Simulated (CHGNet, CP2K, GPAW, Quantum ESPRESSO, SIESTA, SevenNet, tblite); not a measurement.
# CP2K runs on Sn(100)/C(100) interface (94 atoms), part 2 of 2

Wanted: CP2K inputs and outputs for Sn(100)/C(100) interface (94 atoms), checked against a plane-wave reference.

Program: CP2K 2026.2; the method stands at each step. Banners, paths, timers and routine set-up lines are dropped from the logs unmarked, and long logs keep their key lines alone; longer cuts are marked.

So far. Step 2 (PBE, DZVP-MOLOPT-SR, 450/50 Ry, diagonalisation): Forces lie 3.6 % from the reference's, at 0.26 times its CPU time. Step 3 (PBEsol, PBE potentials, DZVP-MOLOPT-SR, 450/50 Ry …): Against the first run (3.6 %), the force difference from the reference is 5.0 %, at 0.96 times the CPU time; the model has changed, so this is no error of the program alone.

## Step 4: PBE, DZVP-MOLOPT-SR, 157/50 Ry, diagonalisation

Method: Kohn-Sham DFT, PBE, GTH-PBE pseudopotentials, Gaussian and plane waves, DZVP-MOLOPT-SR-GTH, diagonalisation.

input.inp reads:

```
&GLOBAL
  PROJECT cell
  RUN_TYPE ENERGY_FORCE
  PRINT_LEVEL LOW
&END GLOBAL
&FORCE_EVAL
  METHOD QS
  &DFT
    BASIS_SET_FILE_NAME BASIS_MOLOPT
    POTENTIAL_FILE_NAME GTH_POTENTIALS
    &MGRID
      CUTOFF 157
      REL_CUTOFF 50
    &END MGRID
    &QS
      EPS_DEFAULT 1.0E-12
    &END QS
    &SCF
      SCF_GUESS ATOMIC
      EPS_SCF 5.0E-06
      MAX_SCF 200
      ADDED_MOS 42
      &DIAGONALIZATION
        ALGORITHM STANDARD
      &END DIAGONALIZATION
      &SMEAR ON
        METHOD FERMI_DIRAC
        ELECTRONIC_TEMPERATURE [K] 580
      &END SMEAR
      &MIXING
        METHOD BROYDEN_MIXING
        ALPHA 0.2
        NBROYDEN 12
        BETA 0.05
      &END MIXING
      &PRINT
        &RESTART OFF
        &END RESTART
      &END PRINT
    &END SCF
    &XC
      &XC_FUNCTIONAL PBE
      &END XC_FUNCTIONAL
    &END XC
    &PRINT
      &MULLIKEN ON
      &END MULLIKEN
      &HIRSHFELD ON
        SHAPE_FUNCTION DENSITY
      &END HIRSHFELD
      &MO ON
        EIGENVALUES T
        OCCUPATION_NUMBERS T
        MO_INDEX_RANGE 177 200
        &EACH
          QS_SCF 0
        &END EACH
        ADD_LAST NUMERIC
      &END MO
    &END PRINT
  &END DFT
  &SUBSYS
    &CELL
      A 9.09410 0.00000 0.00000
      B 0.00000 9.09410 0.00000
      C 0.00000 0.00000 23.44054
    &END CELL
    &COORD
      SCALED
      Sn 0.00391 0.99521 0.25745
      Sn 0.25505 0.00476 0.32296
      Sn 0.24857 0.25652 0.39511
      Sn 0.00633 0.25179 0.46435
      Sn 0.00060 0.49689 0.25332
      Sn 0.24902 0.49804 0.32691
      Sn 0.25411 0.75170 0.39719
      Sn 0.00287 0.75236 0.46626
      Sn 0.50459 0.00458 0.25678
      Sn 0.75225 0.99886 0.32625
      Sn 0.75693 0.25035 0.39846
      Sn 0.51138 0.25358 0.46525
      Sn 0.49336 0.50320 0.25550
      Sn 0.75576 0.49774 0.32091
      Sn 0.75168 0.74746 0.39603
      Sn 0.50401 0.75160 0.46662
      C 0.79064 0.88222 0.55467
      C 0.48441 0.84471 0.59413
      C 0.58929 0.92805 0.62850
      C 0.67863 0.80988 0.66745
[... 70 atom lines left out ...]
      C 0.90123 0.46579 0.63067
      C 0.98133 0.34361 0.66713
      C 0.86607 0.26894 0.70725
      C 0.01936 0.53825 0.74138
    &END COORD
    &KIND Sn
      BASIS_SET DZVP-MOLOPT-SR-GTH-q4
      POTENTIAL GTH-PBE-q4
    &END KIND
    &KIND C
      BASIS_SET DZVP-MOLOPT-SR-GTH-q4
      POTENTIAL GTH-PBE-q4
    &END KIND
  &END SUBSYS
  &PRINT
    &FORCES ON
    &END FORCES
  &END PRINT
&END FORCE_EVAL
```

Command:

```
$ OMP_NUM_THREADS=2 cp2k.psmp -i input.inp > output.txt
```

Numbers of over 12 decimals in the logs are rounded to 6 here.

Log:

```text
CP2K| version string:                                       CP2K version 2026.2
 CP2K| Input file name                                                 input.inp
 GLOBAL| Basis set file name                                        BASIS_MOLOPT
 GLOBAL| Potential file name                                      GTH_POTENTIALS
[... lines left out ...]
                        Smear method:                                FERMI_DIRAC
[... lines left out ...]
 Number of electrons:                                                        376
[... lines left out ...]
  Step     Update method      Time    Convergence         Total energy    Change
[... lines left out ...]
  *** SCF run converged in    31 steps ***
[... lines left out ...]
  Fermi energy:                                                 0.021907
  Total energy:                                              -496.316639
  Total energy (extrapolated to T->0):                       -496.309658
[... lines left out ...]
 MO| E(Fermi):            0.021907 a.u.          0.596118 eV
[... lines left out ...]
     94       C      2       4.000          3.987                         0.013
  Total Charge                                                            0.000
 !-----------------------------------------------------------------------------!
 ENERGY| Total FORCE_EVAL ( QS ) energy [hartree]           -496.316579
 FORCES| Atomic forces [hartree/bohr]
 FORCES|   Atom     x               y               z               |f|
 FORCES|      1 -4.46699000E-03 -1.24079886E-03 -1.95890608E-02   2.01301983E-02
 FORCES|      2 -7.15884022E-04 -4.93040482E-04  2.22351789E-02   2.22521630E-02
 FORCES|      3  1.73620431E-02 -1.33740366E-02 -7.48782825E-03   2.31597273E-02
[...]
FORCES|     93 -6.20726946E-03  1.18860593E-02  2.94157444E-02   3.23279232E-02
 FORCES|     94  1.69118934E-02 -9.85274693E-03 -9.05747141E-03   2.15667928E-02
 FORCES| Sum     2.52932891E-03 -4.95831073E-03 -1.71317114E-03
 FORCES| Total atomic force                                       5.82385657E-03
```

Wall time 3.4 min (2 threads of Arm Neoverse V2, shared host); peak memory 1.1 GiB; 6.5 min of CPU time.

Numbers from this run, and their distance from the reference:

| Property | Result |
| --- | --- |
| r.m.s. force component | 1.531 eV/Å |
| r.m.s. difference of force components | 63.16 meV/Å |
| longest difference of force vectors | 227.4 meV/Å |
| force difference over r.m.s. force | 4.231 % |
| slope of forces against the reference's | 1.025 |
| correlation of force components | 0.9994 |
| energy less the same-level run's | -0.5011 meV/atom |
| r.m.s. force difference from the same-level run | 30.75 meV/Å |

This is a coarse setting, run to see what it loses.

Against the first run (3.6 %), the force difference from the reference is 4.2 %, at 0.73 times the CPU time (on 2 against 4 cores): the grid matters here.

## Step 5: All runs compared

Differences are against the plane-wave reference, forces as r.m.s. over components; share is that over the reference's r.m.s. force, slope the least-squares factor from reference forces to these. Total energies of different programs have different zeros and aren't compared.

```
                                                                    run  Δ force, r.m.s. (meV/Å)  share (%)  slope  cores  CPU time  memory (GiB)
                                                              reference                        -          -      -      4    35 min           4.3
                   CP2K PBE, DZVP-MOLOPT-SR, 450/50 Ry, diagonalisation                     54.4       3.64  1.026      4     9 min           4.9
CP2K PBEsol, PBE potentials, DZVP-MOLOPT-SR, 450/50 Ry, diagonalisation                     74.4       4.99  1.038      4   8.6 min           4.8
          CP2K PBE, DZVP-MOLOPT-SR, 157/50 Ry, diagonalisation (coarse)                     63.2       4.23  1.025      2   6.5 min           1.1
```

Rows marked coarse were listed beforehand as settings not expected to be converged; some can still land near the reference.

CPU time is summed over cores on a shared host, where runs went side by side, so it is rough. Symmetry, cutoffs, thresholds, outputs and thread counts weren't matched or tuned between programs; memory under MPI is the largest rank's times the ranks.

Mean charges by element (e), by run and scheme:

```
                                                                    run     scheme     Sn      C
                   CP2K PBE, DZVP-MOLOPT-SR, 450/50 Ry, diagonalisation   Mulliken  +0.06  -0.01
                   CP2K PBE, DZVP-MOLOPT-SR, 450/50 Ry, diagonalisation  Hirshfeld  +0.07  -0.01
CP2K PBEsol, PBE potentials, DZVP-MOLOPT-SR, 450/50 Ry, diagonalisation   Mulliken  +0.06  -0.01
CP2K PBEsol, PBE potentials, DZVP-MOLOPT-SR, 450/50 Ry, diagonalisation  Hirshfeld  +0.06  -0.01
```

Within one program, basis, potentials and functional, energies share a zero. Each run against its twin at the usual cutoff or grid and solver:

```
                                                 run                                        twin  Δ energy (meV/atom)  Δ force, r.m.s. (meV/Å)         CPU time over the twin's
CP2K PBE, DZVP-MOLOPT-SR, 157/50 Ry, diagonalisation  DZVP-MOLOPT-SR, 450/50 Ry, diagonalisation               -0.501                     30.7  0.73 (this twin ran on 4 cores)
```

A second geometry, displaced anew (every atom was moved at random, 0.08 Å r.m.s. a Cartesian component), gives an energy difference that all programs can be tested on. The reference puts it at 227.9 meV/atom.

```
                                                                    run  energy less the first geometry's (meV/atom)  error (meV/atom)  force share at the second geometry (%)
                   CP2K PBE, DZVP-MOLOPT-SR, 450/50 Ry, diagonalisation                                        232.3              4.40                                    2.73
CP2K PBEsol, PBE potentials, DZVP-MOLOPT-SR, 450/50 Ry, diagonalisation                                        232.7              4.76                                    3.75
                   CP2K PBE, DZVP-MOLOPT-SR, 157/50 Ry, diagonalisation                                        232.2              4.27                                    2.94
```

## Step 6: Summary of results

```
nearest in forces : CP2K PBE, DZVP-MOLOPT-SR, 450/50 Ry, diagonalisation, 3.6 %
its CPU time      : 9 min
```

In words: The PBE run in local orbitals, coarse settings apart, differs by 3.6 % (CP2K PBE, DZVP-MOLOPT-SR, 450/50 Ry, diagonalisation); basis, grid and potentials can all enter. Rows with another functional or a dispersion term differ by 5.0 % (CP2K PBEsol, PBE potentials, DZVP-MOLOPT-SR, 450/50 Ry, diagonalisation), which mixes the change of model with differences of basis and potentials, some of them made for another functional. Runs with settings chosen to be coarse differ by 4.2 % (CP2K PBE, DZVP-MOLOPT-SR, 157/50 Ry, diagonalisation), their programs' other errors included. Of the electronic-structure runs that take under half the reference's CPU time, CP2K PBE, DZVP-MOLOPT-SR, 450/50 Ry, diagonalisation comes nearest, at 3.6 % in 9 min against 35 min. The mean charges agree among these rows within 0.01 e. The energy difference between the two geometries, 228 meV/atom in the reference, is met best by CP2K PBE, DZVP-MOLOPT-SR, 157/50 Ry, diagonalisation (coarse) (+4.27) and worst by CP2K PBEsol, PBE potentials, DZVP-MOLOPT-SR, 450/50 Ry, diagonalisation (+4.76). The potentials hold different valence shells: 536 electrons in the reference, 376 in CP2K with DZVP-MOLOPT-SR; this bears on time and differences. The host structure and its lattice constant were typed by rule, without a check against the phase diagram. The electronic-structure runs sample only Γ, in a cell whose shortest periodic width is 9 Å, which is coarse for a cell with partly filled levels.

[Also dropped from logs without a mark: logging warnings of Python, and SIESTA's first energy breakdown and zero terms.]

[Logs are printed without paths, hosts, clocks, repeated set-up lines and the standing remarks that a program may print on its own settings, such as how far it seeks lower states.]

[Hosts, paths, dates, database ids (printed as entryN), source tags and the programs' standing remarks are cut or masked in the printed files.]
